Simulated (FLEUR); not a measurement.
# Magnetic state of MnSe from several starts, part 2 of 2

Aim: find out whether MnSe carries moments, and which collinear order costs least.

FLEUR MaX-R8.1; PBEsol; all-electron FLAPW, Dirac cores, scalar-relativistic bands.

So far, largest spin moment in the muffin-tin sphere (μB): step 2 (order 1, typed as ferro +) 4.37; step 3 (order 2, typed as antiferro q=(0,0,1/2) +-) 4.24; step 4 (start 3: antiferro q=(0,1/2,1/2) +-) 4.20.

The database entry behind the starting cell is an old determination (1938), so it need not match the best structure at ambient conditions.

### 7. Spin–orbit coupling, moments along [001]

Spin–orbit coupling ties the spins to the lattice and lets orbital moments form.

A new self-consistent run of the start antiferro q=(0,1/2,1/2) +-; the cell is turned so that this axis lies along z. The k list default-1 (kpts.xml, not shown) is a Γ-centred 6×3×6 mesh.

Input file inp.xml:

```
<?xml version="1.0" encoding="UTF-8" standalone="no"?>
<fleurInput fleurInputVersion="0.39">
   <comment>
      MnSe
   </comment>
   <calculationSetup>
      <cutoffs Kmax="3.6" Gmax="10.8" GmaxXC="10.8" numbands="142"/>
      <scfLoop itmax="90" minDistance="0.00001" maxIterBroyd="15" imix="Anderson" alpha="0.05" precondParam="0.0" spinf="2.0" sdNocoIR="T"/>
      <coreElectrons ctail="T" frcor="F" kcrel="0" coretail_lmax="0"/>
      <xcFunctional name="PBEs" relativisticCorrections="F"/>
      <magnetism jspins="2"/>
      <soc l_soc="T" theta="0.0" phi="0.0" spav="F"/>
      <expertModes spex="0" secvar="F"/>
      <geometryOptimization l_f="F" forcealpha="1.0" forcemix="BFGS" epsdisp="0.00001" epsforce="0.00001"/>
      <ldaU l_linMix="F" mixParam="0.05" spinf="1.0"/>
   </calculationSetup>
   <cell>
      <bzIntegration valenceElectrons="62.0" mode="hist" fermiSmearingEnergy="0.00293995">
         <kPointListSelection listName="default-1"/>
         <xi:include xmlns:xi="http://www.w3.org/2001/XInclude" href="kpts.xml"> </xi:include>
      </bzIntegration>
      <xi:include xmlns:xi="http://www.w3.org/2001/XInclude" href="sym.xml"> </xi:include>
      <bulkLattice scale="1.0">
         <bravaisMatrix>
            <row-1>    0.0000000000000000    -5.4991030225859996     5.4991030225859996</row-1>
            <row-2>   10.9982060451719992   -10.9982060451719992     0.0000000000000000</row-2>
            <row-3>   10.9982060451719992    -5.4991030225859996     5.4991030225859996</row-3>
         </bravaisMatrix>
      </bulkLattice>
   </cell>
   <atomSpecies>
      <species name="Manganese 4.500" element="Mn" atomicNumber="25">
         <mtSphere radius="2.32" gridPoints="767" logIncrement="0.016"/>
         <atomicCutoffs lmax="8" lnonsphr="6"/>
         <electronConfig flipSpins="F">
            <coreConfig>(1s1/2) (2s1/2) (2p1/2) (2p3/2)</coreConfig>
            <valenceConfig>(3s1/2) (3p1/2) (3p3/2) (4s1/2) (3d3/2) (3d5/2)</valenceConfig>
            <stateOccupation state="(3d3/2)" spinUp="1.75" spinDown="0.25"/>
            <stateOccupation state="(3d5/2)" spinUp="3.0" spinDown="0.0"/>
         </electronConfig>
         <energyParameters s="4" p="4" d="3" f="4"/>
         <lo type="SCLO" l="0" n="3" eDeriv="0"/>
         <lo type="SCLO" l="1" n="3" eDeriv="0"/>
      </species>
      <species name="Manganese -4.500" element="Mn" atomicNumber="25">
         <mtSphere radius="2.32" gridPoints="767" logIncrement="0.016"/>
         <atomicCutoffs lmax="8" lnonsphr="6"/>
         <electronConfig flipSpins="F">
            <coreConfig>(1s1/2) (2s1/2) (2p1/2) (2p3/2)</coreConfig>
            <valenceConfig>(3s1/2) (3p1/2) (3p3/2) (4s1/2) (3d3/2) (3d5/2)</valenceConfig>
            <stateOccupation state="(3d3/2)" spinUp="0.25" spinDown="1.75"/>
            <stateOccupation state="(3d5/2)" spinUp="0.0" spinDown="3.0"/>
         </electronConfig>
         <energyParameters s="4" p="4" d="3" f="4"/>
         <lo type="SCLO" l="0" n="3" eDeriv="0"/>
         <lo type="SCLO" l="1" n="3" eDeriv="0"/>
      </species>
      <species name="Selenium (Se)" element="Se" atomicNumber="34">
         <mtSphere radius="2.32" gridPoints="767" logIncrement="0.016"/>
         <atomicCutoffs lmax="8" lnonsphr="6"/>
         <electronConfig flipSpins="F">
            <coreConfig>(1s1/2) (2s1/2) (2p1/2) (2p3/2) (3s1/2) (3p1/2) (3p3/2)</coreConfig>
            <valenceConfig>(4s1/2) (3d3/2) (3d5/2) (4p1/2) (4p3/2)</valenceConfig>
            <stateOccupation state="(4p1/2)" spinUp="0.666667" spinDown="0.666667"/>
            <stateOccupation state="(4p3/2)" spinUp="1.333333" spinDown="1.333333"/>
         </electronConfig>
         <energyParameters s="4" p="4" d="3" f="4"/>
      </species>
   </atomSpecies>
   <atomGroups>
      <atomGroup species="Manganese 4.500">
         <relPos label="                   1">.0000000000 .0000000000 .0000000000</relPos>
         <force calculate="T" relaxXYZ="TTT"/>
      </atomGroup>
      <atomGroup species="Manganese -4.500">
         <relPos label="                   2">.0000000000 1.000/2.000 .0000000000</relPos>
         <force calculate="T" relaxXYZ="TTT"/>
      </atomGroup>
      <atomGroup species="Selenium (Se)">
         <relPos label="                   3">1.000/4.000 .0000000000 1.000/4.000</relPos>
         <relPos label="                   4">1.000/4.000 1.000/2.000 1.000/4.000</relPos>
         <force calculate="T" relaxXYZ="TTT"/>
      </atomGroup>
   </atomGroups>
   <output dos="F" band="F" slice="F">
      <bandDOS minEnergy="-.5*Htr" maxEnergy="0.5*Htr" sigma="0.015" storeEVData="T"/>
      <plotting iplot="0" polar="F">
         <plot TwoD="T" vec1="  1.0  0.0  0.0" vec2="  0.0  1.0  0.0" vec3="  0.0  0.0  1.0" zero="  0.0  0.0  0.0" file="plot"/>
      </plotting>
      <moessbauerParams electricFieldGradient="F" isomerShift="F" coreHyperfine="F" valenceHyperfine="F"/>
   </output>
</fleurInput>
```

Input file crystal.txt:

```
MnSe
&input film=F cartesian=F /
0.00000000000  -2.91000000000  2.91000000000
5.82000000000  -5.82000000000  0.00000000000
5.82000000000  -2.91000000000  2.91000000000
1.8897261246
1.0 1.0 1.0

4
25 0.00000000000  0.00000000000  0.00000000000 : 4.500
25 0.00000000000  0.50000000000  0.00000000000 : -4.500
34 0.25000000000  0.00000000000  0.25000000000
34 0.25000000000  0.50000000000  0.25000000000

&soc 0.0000000 0.0000000 /
&kpt div1=6 div2=3 div3=6 gamma=T /
```

Launch:

```sh
$ OMP_NUM_THREADS=1 inpgen -f crystal.txt > inpgen.log  # inp.xml is then edited as shown
$ OMP_NUM_THREADS=1 mpirun -n 4 fleur_MPI > fleur.log
```

Elapsed: 4.6 min, on 4 MPI ranks of Arm Neoverse V2, shared host; peak memory 0.79 GiB; 18 min of CPU time.

Spin moment in the muffin-tin sphere by atom:

```csv
atom,spin moment in the muffin-tin sphere (μB)
Mn1,4.20
Mn2,-4.20
Se3,0.00
Se4,0.00
```

Numbers from this step:

```yaml
free_energy: -195167.8816 eV
program_s_band_gap_on_this_mesh_in_a_metal_only_a_level_spacing: 1.476 eV
magnetization: 0 μB
final_state: antiferromagnetic
orbital_moment_along_the_spin: 0.01345 μB
```

Orbital moment in the sphere, along the spin axis by atom:

```csv
atom,"orbital moment in the sphere, along the spin axis (μB)"
Mn1,0.0135
Mn2,-0.0135
Se3,0.0000
Se4,0.0000
```

### 8. Spin–orbit coupling, moments along [111]

A second axis gives the anisotropy from total energies, the dearer way.

A new self-consistent run of the start antiferro q=(0,1/2,1/2) +-; the cell is turned so that this axis lies along z.

inp.xml, as its differences from that of step 7:

```diff
@@ -24,5 +24,5 @@
          <bravaisMatrix>
-            <row-1>    0.0000000000000000    -5.4991030225859996     5.4991030225859996</row-1>
-            <row-2>   10.9982060451719992   -10.9982060451719992     0.0000000000000000</row-2>
-            <row-3>   10.9982060451719992    -5.4991030225859996     5.4991030225859996</row-3>
+            <row-1>   -7.5119144249476131    -2.0128114041001615    -0.0000000000566918</row-1>
+            <row-2>   -4.0256228068019260   -15.0238288509345761     0.0000000001889726</row-2>
+            <row-3>   -5.1877200128063947   -10.6868230356947507     6.3498172195100624</row-3>
          </bravaisMatrix>
@@ -80,2 +80,5 @@
          <relPos label="                   3">1.000/4.000 .0000000000 1.000/4.000</relPos>
+         <force calculate="T" relaxXYZ="TTT"/>
+      </atomGroup>
+      <atomGroup species="Selenium (Se)">
          <relPos label="                   4">1.000/4.000 1.000/2.000 1.000/4.000</relPos>
```

crystal.txt, as its differences from that of step 7:

```diff
@@ -2,5 +2,5 @@
 &input film=F cartesian=F /
-0.00000000000  -2.91000000000  2.91000000000
-5.82000000000  -5.82000000000  0.00000000000
-5.82000000000  -2.91000000000  2.91000000000
+-3.97513392399  -1.06513392491  -0.00000000003
+-2.13026784908  -7.95026784853  0.00000000010
+-2.74522320736  -5.65522320752  3.36017856601
 1.8897261246
```

The job ended after 8.1 min (4 MPI ranks; peak memory 1.2 GiB).

This step gave:

```
free energy                                                       : -195167.8816 eV
program's band gap on this mesh (in a metal only a level spacing) : 1.476 eV
magnetization                                                     : 0 μB
final state                                                       : antiferromagnetic
largest moment                                                    : 4.198 μB
orbital moment along the spin                                     : 0.01429 μB
```

Orbital moment in the sphere, along the spin axis by atom:

```csv
atom,"orbital moment in the sphere, along the spin axis (μB)"
Mn1,0.0143
Mn2,-0.0143
Se3,0.0002
Se4,-0.0002
```

### 9. Self-consistent anisotropy

Spin orbit runs, by row:

```csv
axis,state,energy less the first axis' (meV a primitive cell),largest spin moment (μB),its orbital moment along the spin (μB),CPU time (s)
[001],antiferromagnetic,0,4.198,0.01345,1109
[111],antiferromagnetic,-0.03879,4.198,0.01429,1936
```

### 10. Results

| Item | Value |
| --- | --- |
| lowest state found | antiferromagnetic (typed antiferro q=(0,1/2,1/2) +-) |
| largest site spin moment | 4.20 μB |
| next finished state | antiferromagnetic, 48.0 meV a seeded atom higher |
| energy gained by spin polarisation | 2162 meV a seeded atom |
| orbital moment on the atom of largest spin, along its spin (spin–orbit run) | 0.0135 μB |

In words: The lowest state found is antiferromagnetic, reached from the start antiferro q=(0,1/2,1/2) +-, with moments up to 4.20 μB. The next finished state costs 48 meV a seeded atom. Forming the largest moments gains far more than ordering them, so they should outlast the ordering temperature. On the atom of largest spin the orbital moment is almost quenched. The self-consistent energies of the axes differ by less than this mesh resolves. This is the lowest of 4 finished starts, no proof of the ground state.

[Logs and program files are shortened in this print: banners, set-up blocks, solver, clock and traceback lines can be left out without a mark of their own.]

[Logs are printed without paths, hosts, clocks, repeated set-up lines and the standing remarks that a program may print on its own settings, such as how far it seeks lower states.]

[Hosts, paths, dates, database ids (printed as entryN), source tags and the programs' standing remarks are cut or masked in the printed files.]

[Where a cell is said to come from a database of computed structures, the database is the Materials Project.]
